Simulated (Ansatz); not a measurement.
# Dielectric function and optical constants of RaF2

What colour and refractive index does RaF2 have at this level of theory? The cell comes from an older database entry, whose edges can differ from later determinations, mostly by under a per cent.

Main program and level: Ansatz 0.2.0; DFT, PBE, plane-wave PAW, default files, scalar-relativistic, independent-particle optical response without local fields.

The database entry behind the starting cell is an old determination (1936), so it need not match the best structure at ambient conditions.

**1. The starting structure**

The structure is cubic, space group Fm-3m (No. 225). The conventional cell has a = 6.368 Å, b = 6.368 Å, c = 6.368 Å, α = 90.00°, β = 90.00°, γ = 90.00°. Ra has 8 F at 2.76 Å nearest. Nearest to F lie 4 Ra at 2.76 Å. Farther neighbours and most contacts between anions are not listed.

**2. Ground state and bands**

The self-consistent density comes first; it also tells whether there is a gap, which decides the occupations and the need for a Drude term.

This step: DFT, PBE, plane-wave PAW, default files, scalar-relativistic, ground state (Ansatz 0.2.0).

Input file input.yaml:

```yaml
crystal:
  lattice:
    - [0.0, 3.184, 3.184]
    - [3.184, 0.0, 3.184]
    - [3.184, 3.184, 0.0]
  atoms:
    - { symbol: Ra, position: [0.0, 0.0, 0.0] }
    - { symbol: F, position: [0.75, 0.75, 0.75] }
    - { symbol: F, position: [0.25, 0.25, 0.25] }
kpoints:
  mp_grid: { grid: [6, 6, 6] }
  band_path:
    path:
      - [[0.0, 0.0, 0.0], [0.5, 0.0, 0.5], [0.5, 0.25, 0.75], [0.375, 0.375, 0.75], [0.0, 0.0, 0.0], [0.5, 0.5, 0.5], [0.625, 0.25, 0.625], [0.5, 0.25, 0.75], [0.5, 0.5, 0.5], [0.375, 0.375, 0.75]]
      - [[0.625, 0.25, 0.625], [0.5, 0.0, 0.5]]
    npoints: 6
scf:
  occupations: { method: fermi_dirac, width: 0.05 }
  n_extra_bands: 7
hamiltonian:
  xc: pbe
  pseudopotentials: { kind: paw }
output:
  forces: true
  stress: true
  populations: true
  write_bands: true
  write_density: true
  write_potential: true
  elf: true
  volumetric_format: npy
```

The run is started by

```
> ansatz run input.yaml --threads 4 --pin off --max-ram 8192MiB --backend cpu --events-out ev --progress --plain --runs-dir out
```

Numbers of over 12 decimals in the logs are rounded to 6 here.

The log of the run:

```text
scf.n_extra_bands = 7 over 17 filled bands (N_el = 34.0): the run solves 24 bands
Engine: ansatz 0.2.0, x86_64-unknown-linux-gnu
Pseudopotentials: kind: paw
Pseudopotential: Ra, paw, valence charge 20, recommended cutoff 540 eV (normal), Ra.paw.azcp
Pseudopotential: F, paw, valence charge 7, recommended cutoff 420 eV (normal), F.paw.azcp
Functional definition: PBE
  parameter kappa = 0.804
  parameter beta = 0.066725
  exchange = pbe_x(kappa = kappa, mu = beta*pi^2/3)
  correlation = pbe_c(beta = beta)
Crystal: 3 atoms, lattice volume = 64.558 Å³
Basis set: ecut = 540 eV, 1837 PW (Γ), exchange–correlation on 80×80×80 points (8 copies of the dense FFT grid, shifted against one another)
Bands: 24, of which v1, the nominal top of the filled ones, is band 17 counted from 1 (16 counted from 0)
Symmetry: 48 space group operations
Space group: Fm-3m (ITA 225), of the structure as read, at distance tolerance 4.0e-5 Å
k-points: 16 of 216
Non-local potential: Ra, projectors of the file, l = 0: 3, l = 1: 3, l = 2: 3, l = 3: 3
Non-local potential: F, projectors of the file, l = 0: 2, l = 1: 2, l = 2: 1
PAW form: soft (Blöchl's): semilocal exchange-correlation on the pseudo side does not see the compensation charge
PAW one-centre angular grid: Ra, 590 points (default); XC on 64 Gauss nodes
PAW one-centre angular grid: F, 110 points (default); XC on 64 Gauss nodes
Initial density: superposition of atomic densities (chi_scale 0.1, normalization cell, long waves kept (reshape's long-wave potential 0.00 eV rms))
Initial wavefunctions: pseudopotential atomic-orbital guess
Functional: x = pbe(κ = 0.804, μ = 0.219515), c = pbe(β = 0.066725)
SCF iter   1: F=—  HF=-16988.390987 eV  |F-HF|=—  |Δ(HF+E_count)|=         —  Δρ=2.17e-1  dr2=2.91e1  ethr=3.10e-3  ⟨swp⟩=9.2  Hψ=2536  notcnv=0  defer=2
preconditioner: auto → none  [insulator: Δε(μ)=2.566 eV  Ē_g=13.540 eV  σ=0.050 eV  W_gap=1.00  n_scr=14 (ndim 8)  ℏωp=21.7 eV  f_vac=0.027  D(μ)=0.00/eV (n_scr^D=0)  ε∞_Penn≈3.6]
SCF iter   2: F=—  HF=-16984.908069 eV  |F-HF|=—  |Δ(HF+E_count)|=    3.48e0  Δρ=1.81e-1  dr2=1.35e1  ethr=3.10e-3  ⟨swp⟩=5.0  Hψ=1224  notcnv=0  defer=41
SCF iter   3: F=—  HF=-16980.754480 eV  |F-HF|=—  |Δ(HF+E_count)|=    4.15e0  Δρ=2.75e-2  dr2=4.58e-1  ethr=3.10e-3  ⟨swp⟩=4.2  Hψ=820  notcnv=0  defer=42
SCF iter   4: F=—  HF=-16980.730953 eV  |F-HF|=—  |Δ(HF+E_count)|=   2.35e-2  Δρ=1.45e-2  dr2=9.33e-2  ethr=1.35e-3  ⟨swp⟩=2.1  Hψ=760  notcnv=0  defer=42
SCF iter   5: F=—  HF=-16980.712779 eV  |F-HF|=—  |Δ(HF+E_count)|=   1.82e-2  Δρ=1.23e-3  dr2=8.59e-4  ethr=2.74e-4  ⟨swp⟩=3.0  Hψ=698  notcnv=0  defer=41
SCF iter   6: F=—  HF=-16980.713506 eV  |F-HF|=—  |Δ(HF+E_count)|=   7.27e-4  Δρ=3.19e-4  dr2=4.98e-5  ethr=2.53e-6  ⟨swp⟩=2.0  Hψ=558  notcnv=0  defer=41
SCF iter   7: F=—  HF=-16980.713558 eV  |F-HF|=—  |Δ(HF+E_count)|=   5.18e-5  Δρ=8.40e-5  dr2=4.69e-6  ethr=1.47e-7  ⟨swp⟩=2.4  Hψ=495  notcnv=0  defer=41
SCF iter   8: F=—  HF=-16980.713558 eV  |F-HF|=—  |Δ(HF+E_count)|=   6.27e-7  Δρ=2.57e-5  dr2=4.57e-7  ethr=1.38e-8  ⟨swp⟩=2.0  Hψ=430  notcnv=0  defer=41
SCF iter   9: F=-16980.713557 eV  HF=-16980.713557 eV  |F-HF|=1.18e-8  |Δ(HF+E_count)|=   1.09e-7  Δρ=4.54e-6  dr2=1.36e-8  ethr=2.94e-10  ⟨swp⟩=17.7  Hψ=3439  notcnv=0
SCF 1 converged in 9 iterations: F = -16980.713557 eV  dr2 = 1.36e-8
  greatest PAW one-centre occupation: 0.994 electrons in one spin orbital (limit 2), on the Ra atom at site 0 (counted from 0), in its partial waves of l = 2
NSCF: frozen V_eff on 62 k-points
SCF converged after 9 iterations
Free energy (F): -16980.713557 eV
Harris-Foulkes:  -16980.713557 eV  (|F-HF|=1.18e-8)
Internal energy: -16980.713557 eV  (E = F + TS)
E sigma→0 (E₀):  -16980.713557 eV
Fermi energy:    7.920152 eV
--- Per-component energies (eV) ---
  E_band       = -595.890994
  E_kinetic    = 740.464009
  E_local      = -4095.449552  (includes V_loc(G=0)·N_el)
  E_nonlocal   = 632.468354
  E_hartree    = 1541.443367
  E_xc         = -760.426333
  E_vxc        = -402.442799  (∫ρ·V_xc dr)
  E_paw        = -11829.211722  (= ΣΔE_a)
  E_vpaw       = -553.815186  (= ΣTr[D̂ρ^β])
  E_aug_tail   = 0.001388  (compensation charges beyond the density's cutoff)
  E_ewald      = -3210.003068
  E_smearing   = -0.000000  (= −TS)
  E_closure    = 0.000000  (closes the sum)
  Σ components = -16980.713557   (vs F -16980.713557, Δ=0.00e0)
--- Forces (eV/Å), atoms counted from 1 ---
  atom   1  Ra    -0.00000000     0.00000000     0.00000000
  atom   2  F      0.00000000    -0.00000000    -0.00000000
  atom   3  F      0.00000000    -0.00000000     0.00000000
  max |Σ_I F_I| component: 2.31e-17 eV/Å
--- Stress (GPa, compression-positive) ---
        1.873600      -0.000000       0.000000
       -0.000000       1.873600      -0.000000
       -0.000000      -0.000000       1.873600
  P = ⅓ Tr σ = 1.8736 GPa (18.736 kbar)
--- Band table (eV; the first three rows and the last of 16) ---
  k-point 0: bands = [... 13 lower, 3.3369, 4.6165, 4.6165, 4.6165, 10.8511, 14.5924, 14.5924, 16.7046, ... 3 higher]
  k-point 1: bands = [... 13 lower, 3.6222, 4.4260, 4.6093, 4.6093, 11.5184, 14.4940, 14.4940, 16.2893, ... 3 higher]
  k-point 2: bands = [... 13 lower, 4.0736, 4.2493, 4.6255, 4.6255, 12.8262, 14.3961, 14.3961, 15.1614, ... 3 higher]
  k-point 15: bands = [... 13 lower, 4.4114, 4.4415, 4.5018, 4.5693, 12.2295, 14.6034, 15.2936, 15.8663, ... 3 higher]
--- Löwdin populations: 3 sites ---
  site symbol       q [e]
     0     Ra     18.2081
     1      F      7.7907
     2      F      7.7907
  spilling = 0.006192 (of n_electrons = 34.000000)
```

It took 2.5 s on 4 threads of Intel Xeon Platinum 8488C (Sapphire Rapids), shared host; peak memory 0.49 GiB.

Reading the cycles: dr2 is the Hartree energy of the density residual (eV), the measure of convergence; HF is the Harris–Foulkes estimate of the energy, which meets the free energy F at convergence.

This step gave:

- free energy: -16980.7136 eV
- Fermi energy: 7.920 eV
- gap by band count: 6.093 eV
- electrons: 34
- symmetry operations: 48
- pressure: 1.874 GPa
- gap on the k-mesh: 6.093 eV
- volume: 64.56 Å³
- gap on the path: 6.065 eV
- least direct gap on the path: 6.235 eV

There is a gap, 6.07 eV on the path, so no carriers' term is needed. The cell is left with a pressure of 1.9 GPa, as it stands unrelaxed at this level.

Electronic bands along the path, in eV, zero at the Fermi level; v1 is the highest filled band, c1 the lowest empty one:

| point | v4 | v3 | v2 | v1 | c1 | c2 | c3 | c4 |
| --- | --- | --- | --- | --- | --- | --- | --- | --- |
| Γ | -4.58 | -3.30 | -3.30 | -3.30 | 2.93 | 6.67 | 6.67 | 8.78 |
| halfway | -4.07 | -4.06 | -3.20 | -3.20 | 4.49 | 6.02 | 7.27 | 7.45 |
| X | -3.58 | -3.45 | -3.27 | -3.27 | 4.13 | 6.24 | 8.51 | 9.49 |
| halfway | -3.54 | -3.47 | -3.36 | -3.32 | 4.24 | 6.49 | 7.67 | 8.37 |
| W | -3.50 | -3.48 | -3.43 | -3.43 | 4.38 | 7.11 | 7.22 | 7.22 |
| halfway | -3.50 | -3.49 | -3.38 | -3.35 | 4.39 | 6.77 | 7.21 | 7.75 |
| K | -3.50 | -3.49 | -3.35 | -3.32 | 4.39 | 6.60 | 7.30 | 8.11 |
| halfway | -3.94 | -3.85 | -3.39 | -3.17 | 4.68 | 6.33 | 6.42 | 7.79 |
| Γ | -4.58 | -3.30 | -3.30 | -3.30 | 2.93 | 6.67 | 6.67 | 8.78 |
| halfway | -4.02 | -3.65 | -3.31 | -3.31 | 4.25 | 6.51 | 6.51 | 7.88 |
| L | -3.92 | -3.42 | -3.27 | -3.27 | 5.87 | 6.15 | 6.46 | 6.46 |
| halfway | -3.96 | -3.44 | -3.29 | -3.23 | 5.01 | 6.36 | 6.70 | 7.51 |
| U | -3.50 | -3.49 | -3.35 | -3.32 | 4.39 | 6.60 | 7.30 | 8.11 |
| halfway | -3.50 | -3.49 | -3.38 | -3.35 | 4.39 | 6.77 | 7.21 | 7.75 |
| W | -3.50 | -3.48 | -3.43 | -3.43 | 4.38 | 7.11 | 7.22 | 7.22 |
| halfway | -3.90 | -3.45 | -3.30 | -3.23 | 4.87 | 6.49 | 6.79 | 7.49 |
| L | -3.92 | -3.42 | -3.27 | -3.27 | 5.87 | 6.15 | 6.46 | 6.46 |
| halfway | -3.96 | -3.44 | -3.29 | -3.23 | 5.01 | 6.36 | 6.70 | 7.51 |
| K | -3.50 | -3.49 | -3.35 | -3.32 | 4.39 | 6.60 | 7.30 | 8.11 |
| jump to U | -3.50 | -3.49 | -3.35 | -3.32 | 4.39 | 6.60 | 7.30 | 8.11 |
| halfway | -3.51 | -3.46 | -3.33 | -3.28 | 4.19 | 6.36 | 7.99 | 8.88 |
| X | -3.58 | -3.45 | -3.27 | -3.27 | 4.13 | 6.24 | 8.51 | 9.49 |

Electrostatic potential energy in the ac plane of a cell with a along [110], b along [-110] and c along [001] of the cube at fractional y = 0.000, with atoms of Ra and F within 0.2 Å of it. With pseudopotentials it is smooth inside the atoms' cores, unlike the true potential.

Values in eV, 9 rows by 16 columns, each cell a mean:
```
-54 -36   4  11  11   7 -17 -62 -54 -36   4  11  11   7 -17 -62
 -6   3   9 -11 -17   7   5  -4  -6   3   9 -11 -17   7   5  -4
  9  11  10 -20 -27   5  11  10   9  11  10 -20 -27   5  11  10
 11  12  12  11  10  12  12  11  11  12  12  11  10  12  12  11
 11  11  12  12  12  12  11  11  11  11  12  12  12  12  11  11
 11  12  12   7   4  12  12  11  11  12  12   7   4  12  12  11
  8  10  10 -25 -32   3  10   8   8  10  10 -25 -32   3  10   8
-23  -2   8  -2  -7   8   2 -17 -23  -2   8  -2  -7   8   2 -17
-39 -47   3  11  11   7 -23 -57 -39 -47   3  11  11   7 -23 -57
```

Valence density in the ac plane of a cell with a along [110], b along [-110] and c along [001] of the cube at fractional y = 0.000, with atoms of Ra and F within 0.2 Å of it. It is the smooth field of the valence electrons, not physical close to the nuclei.

Ten steps, logarithmic in the rise over the least value, from '_' (0 e/Å³) to '@' (20 e/Å³), each cell a mean:
```
%%##==::..______..::==##%%%%**--..________..--**%%
**++--......::......--++****==::....::::....::==**
----::..::==++==::..::------::....--++++--....::--
....__..==##%%##--..__..........::++%%%%++::......
______..==##%%##--..____________::++%%%%++::______
________::==**==::______________..--++++--..______
________....::....________________..::::..________
__________________________________________________
__________________________________________________
__________......____________________....__________
________..------..______________..::----::..______
______..--**##**--..____________::==####==::______
______..==##@@##==..____________::**%%%%**::______
::::....--**##**--....::::::....::==####==::....::
====::....--==--....::======--::..::----::..::--==
##**==::..........::==**####++--............--++##
@@##++::..______..::++%%@@%%**--..________..--**%%
```

[end of part 1 of 2]

[Logs are printed without paths, hosts, clocks, repeated set-up lines and the standing remarks that a program may print on its own settings, such as how far it seeks lower states.]

[Hosts, paths, dates, database ids (printed as entryN), source tags and the programs' standing remarks are cut or masked in the printed files.]
